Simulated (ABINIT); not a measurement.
# A GW chain in ABINIT: Li3OCl (Pm-3m), part 3 of 3

Wanted: ground state, empty states, screening and self-energy for Li3OCl (Pm-3m).

ABINIT 10.8.3; PBEsol and many-body steps on it, plane waves. Known limits of the many-body steps: not at the basis limit; coarse k mesh.

So far. Step 4 (Empty states on the mesh, 4×4×4 mesh, 72 bands): On this mesh the gap is 4.610 eV. Step 5 (Screening, 4×4×4 mesh, 66 bands, screening to 106.1 eV): Local fields lower ε∞ by 11 %. On a Γ-centred mesh this coarse the value itself is usually too large, while a short band sum pulls it down.

## Step 6: Self-energy, 4×4×4 mesh, 66 bands, screening to 106.1 eV

The self-energy is evaluated for the states that the input lists, and the levels follow from it, in one-shot runs by the linearised quasiparticle equation.

This step: G0W0 on PBEsol, plane waves, norm-conserving pseudopotentials.

File run.abi:

```
acell 3*1.0 Angstrom
rprim 
  3.908337000000 0.000000000000 0.000000000000
  0.000000000000 3.908337000000 0.000000000000
  0.000000000000 0.000000000000 3.908337000000
ntypat 3
znucl 3 17 8
natom 5
typat 1 1 1 2 3
xred 
  0.000000000000 0.500000000000 0.500000000000
  0.500000000000 0.000000000000 0.500000000000
  0.500000000000 0.500000000000 0.000000000000
  0.000000000000 0.000000000000 0.000000000000
  0.500000000000 0.500000000000 0.500000000000
pp_dirpath "pseudos"
pseudos "Li.upf, Cl.upf, O.upf"
ecut 36
ngkpt 4 4 4
nshiftk 1
shiftk 0 0 0
kptopt 1
chksymbreak 0
istwfk *1
occopt 1
irdwfk 1
optdriver 4
nband 66
gwcalctyp 0
ecutsigx 36
symsigma 1
nkptgw 2
kptgw 
  0.5000000000 0.5000000000 0.0000000000
  0.0000000000 0.0000000000 0.0000000000
bdgw 
  10 13
  9 14
ecuteps 3.9
irdscr 1
ppmodel 1
indata_prefix "in"
outdata_prefix "out"
tmpdata_prefix "tmp"
```

On the command line:

```bash
$ OMP_NUM_THREADS=1 mpirun -n 8 abinit run.abi > log
```

Numbers of over 12 decimals in the logs are rounded to 6 here.

The program printed:

```text
.Version 10.8.3 of ABINIT. v10.8.2 released Aug 2026.

 Symmetries : space group Pm -3 m (#221); Bravais cP (primitive cubic)
[... echo of the input left out ...]
== DATASET  1 ==================================================================
-   mpi_nproc: 8, omp_nthreads: 1 (-1 if OMP is not activated)

--- !DatasetInfo
iteration_state: {dtset: 1, }
dimensions: {natom: 5, nkpt: 10, mband: 66, nsppol: 1, nspinor: 1, nspden: 1, mpw: 4224, }
cutoff_energies: {ecut:  36.0, pawecutdg:  -1.0, }
electrons: {nelect:   2.20000000E+01, charge:   0.00000000E+00, occopt:   1.00000000E+00, tsmear:   1.00000000E-02, }

 SIGMA: Calculation of the GW corrections

 Based on a program developped by R.W. Godby, V. Olevano, G. Onida, and L. Reining.
 Incorporated in ABINIT by V. Olevano, G.-M. Rignanese, and M. Torrent.
.Using double precision arithmetic ; gwpc =  8

[... cell and pseudopotentials left out ...]
--------------------------------------------------------------------------------

 ==== K-mesh for the wavefunctions ====
 Number of points in the irreducible wedge :    10
[... list of points left out ...]
 Together with 48 symmetry operations and time-reversal symmetry
 yields    64 points in the full Brillouin Zone.

 ==== Q-mesh for screening function ====
 Number of points in the irreducible wedge :    10
[... list of points left out ...]
 Together with 48 symmetry operations and time-reversal symmetry
 yields    64 points in the full Brillouin Zone.

 vcoul_init : cutoff-mode = AUXILIARY_FUNCTION
 q-points for optical limit:   1
     1)      0.000010    0.000020    0.000030
 setmesh: FFT mesh size selected  =    40x   40x   40
          total number of points  =        64000

 Number of electrons calculated from density =   22.0000; Expected =   22.0000
 average of density, n =  0.054607
 r_s =    1.6351
 omega_plasma =   22.5414 [eV]

 === KS Band Gaps ===
  >>>> For spin  1
   Minimum direct gap =   4.7122 [eV], located at k-point      :   0.5000  0.5000  0.0000
   Fundamental gap    =   4.6105 [eV], Top of valence bands at :   0.5000  0.5000  0.0000
                                       Bottom of conduction at :   0.0000  0.0000  0.0000
 SIGMA fundamental parameters:
 PLASMON POLE MODEL  1
 number of plane-waves for SigmaX                 4139
 number of plane-waves for SigmaC and W            147
 number of plane-waves for wavefunctions          4139
 number of bands                                    66
 number of independent spin polarizations            1
 number of spinorial components                      1
 number of k-points in IBZ                          10
 number of q-points in IBZ                          10
 number of symmetry operations                      48
 number of k-points in BZ                           64
 number of q-points in BZ                           64
 number of frequencies for dSigma/dE                 9
 frequency step for dSigma/dE [eV]                0.25
 number of omega for Sigma on real axis              0
 max omega for Sigma on real axis  [eV]           0.00
 zcut for avoiding poles [eV]                     0.10

 EPSILON^-1 parameters (SCR file):
 dimension of the eps^-1 matrix on file            147
 dimension of the eps^-1 matrix used               147
 number of plane-waves for wavefunctions          4139
 number of bands                                    66
 number of q-points in IBZ                          10
 number of frequencies                               2
 number of real frequencies                          1
 number of imag frequencies                          1

 matrix elements of self-energy operator (all in [eV])

 Perturbative Calculation

--- !SelfEnergy_ee
iteration_state: {dtset: 1, }
kpoint     : [   0.500,    0.500,    0.000, ]
spin       : 1
KS_gap     :    4.712
QP_gap     :    6.858
Delta_QP_KS:    2.146
data: !SigmaeeData |
     Band     E0 <VxcDFT>   SigX SigC(E0)      Z dSigC/dE  Sig(E)    E-E0       E
       10   1.281 -18.122 -23.553   4.082   0.780  -0.282 -19.175  -1.053   0.228
       11   1.281 -18.122 -23.553   4.082   0.780  -0.282 -19.175  -1.053   0.228
       12   5.994  -8.285  -3.738  -3.261   0.850  -0.177  -7.192   1.093   7.087
       13   7.931  -9.949  -5.125  -3.288   0.843  -0.186  -8.653   1.296   9.227

--- !SelfEnergy_ee
iteration_state: {dtset: 1, }
kpoint     : [   0.000,    0.000,    0.000, ]
spin       : 1
KS_gap     :    5.114
QP_gap     :    7.287
Delta_QP_KS:    2.173
data: !SigmaeeData |
     Band     E0 <VxcDFT>   SigX SigC(E0)      Z dSigC/dE  Sig(E)    E-E0       E
        9   0.778 -17.306 -22.721   3.969   0.780  -0.282 -18.434  -1.128  -0.350
       10   0.778 -17.306 -22.721   3.969   0.780  -0.282 -18.434  -1.128  -0.350
       11   0.778 -17.306 -22.721   3.969   0.780  -0.282 -18.434  -1.128  -0.350
       12   5.892  -9.939  -5.408  -3.290   0.842  -0.188  -8.894   1.045   6.937
       13   8.154  -8.619  -3.889  -3.334   0.847  -0.181  -7.437   1.183   9.336
       14   8.154  -8.619  -3.889  -3.334   0.847  -0.181  -7.437   1.183   9.336

== END DATASET(S) ==============================================================
================================================================================

 -outvars: echo values of variables after computation  --------
           etotal      0.0000000000E+00
            nband          66
             nkpt          10
          spgroup         221
 [... the other variables as echoed above ...]

 Calculation completed.
```

Wall time 4.6 s (8 MPI ranks of Arm Neoverse V1, shared host); peak memory 1.1 GiB; 36 s of CPU time.

Numbers from this step:

```
G0W0 gap on the points computed              : 6.709 eV
starting gap on the mesh                     : 4.610 eV
k of the valence top                         : 0.5, 0.5, 0
k of the conduction bottom                   : 0, 0, 0
Z at the valence top                         : 0.78
Z at the conduction bottom                   : 0.842
least direct G0W0 gap on the computed points : 6.859 eV
```

The gap on the mesh goes from 4.61 eV to 6.71 eV, a correction of +2.10 eV.

Limits: finite bands, cutoff and mesh; coarse k mesh. v1 is the top filled band, c1 the lowest empty one. Levels before and after the correction, in eV, zero at the valence-band top of each column:

```csv
,conduction bottom,valence top
Kohn-Sham,4.61,0.00
G0W0,6.71,0.00
```

```csv
,level,energy (eV)
Kohn-Sham,(0.5 0.5 0) v2-v1,0.000
Kohn-Sham,(0.5 0.5 0) c1,4.712
Kohn-Sham,(0.5 0.5 0) c2,6.649
Kohn-Sham,Γ v3-v1,-0.503
Kohn-Sham,Γ c1,4.610
Kohn-Sham,Γ c2-c3,6.872
G0W0,(0.5 0.5 0) v2-v1,0.000
G0W0,(0.5 0.5 0) c1,6.859
G0W0,(0.5 0.5 0) c2,8.999
G0W0,Γ v3-v1,-0.578
G0W0,Γ c1,6.709
G0W0,Γ c2-c3,9.108
```

## Step 7: Where the time went

Times are wall times on 8 MPI ranks of Arm Neoverse V1, shared host, good to a factor of about two.

```csv
step,time,share,memory (GiB)
ground state,10 s,19 %,0.6
bands along the symmetry lines,12 s,22 %,0.53
empty states on the mesh,16 s,30 %,0.52
screening,12 s,22 %,1.3
self-energy,4.6 s,8 %,1.1
```

## Step 8: Summary of results

```yaml
pbesol_gap: 4.61 eV, indirect
g0w0_gap_on_the_mesh: 6.71 eV
gw_settings: 4×4×4 mesh, 66 bands, screening to 106.1 eV, Godby-Needs plasmon pole
known_limits: not at the basis limit; coarse k mesh
```

G0W0 moves the gap on the mesh from 4.61 eV to 6.71 eV (+2.10 eV), with Z of 0.78 and 0.84 at the edges. Local fields lower the RPA ε∞ on this mesh from 3.40 to 3.02; a Γ-centred mesh this coarse tends to raise both, most where the direct gap is narrow, while a short band sum lowers them. Only 2 of the mesh's irreducible points were corrected, so a valley elsewhere could overtake. Bands and cutoff are finite, so the gap is not at the basis limit. The miss can reach some tenths of an eV and take either sign; the mesh is an error of its own. In the G0W0 run levels were corrected at 2 k points alone, so a gap called «on the mesh» is the least over those, and an edge elsewhere would be missed. The 4×4×4 mesh is coarse for this cell, which bears on the long-range parts of exchange and screening.

[Paths, hosts, dates, memory and timing lines, banners, echoed tables and standing remarks are left out of the program output.]

[Logs are printed without paths, hosts, clocks, repeated set-up lines and the standing remarks that a program may print on its own settings, such as how far it seeks lower states.]

[Runs of the session that timed out or met a known fault of the program may be left out.]

[Hosts, paths, dates, database ids (printed as entryN), source tags and the programs' standing remarks are cut or masked in the printed files.]

[G0W0 gaps are taken among the corrected bands and points alone; a level outside them can change the order at an edge.]

[Where Ansatz stands beside ABINIT at settings called matched, ABINIT's density can come from a denser mesh and the files from another edition; pairs whose starting gaps differed by over 0.03 eV were left out, so agreement reads better than it is.]
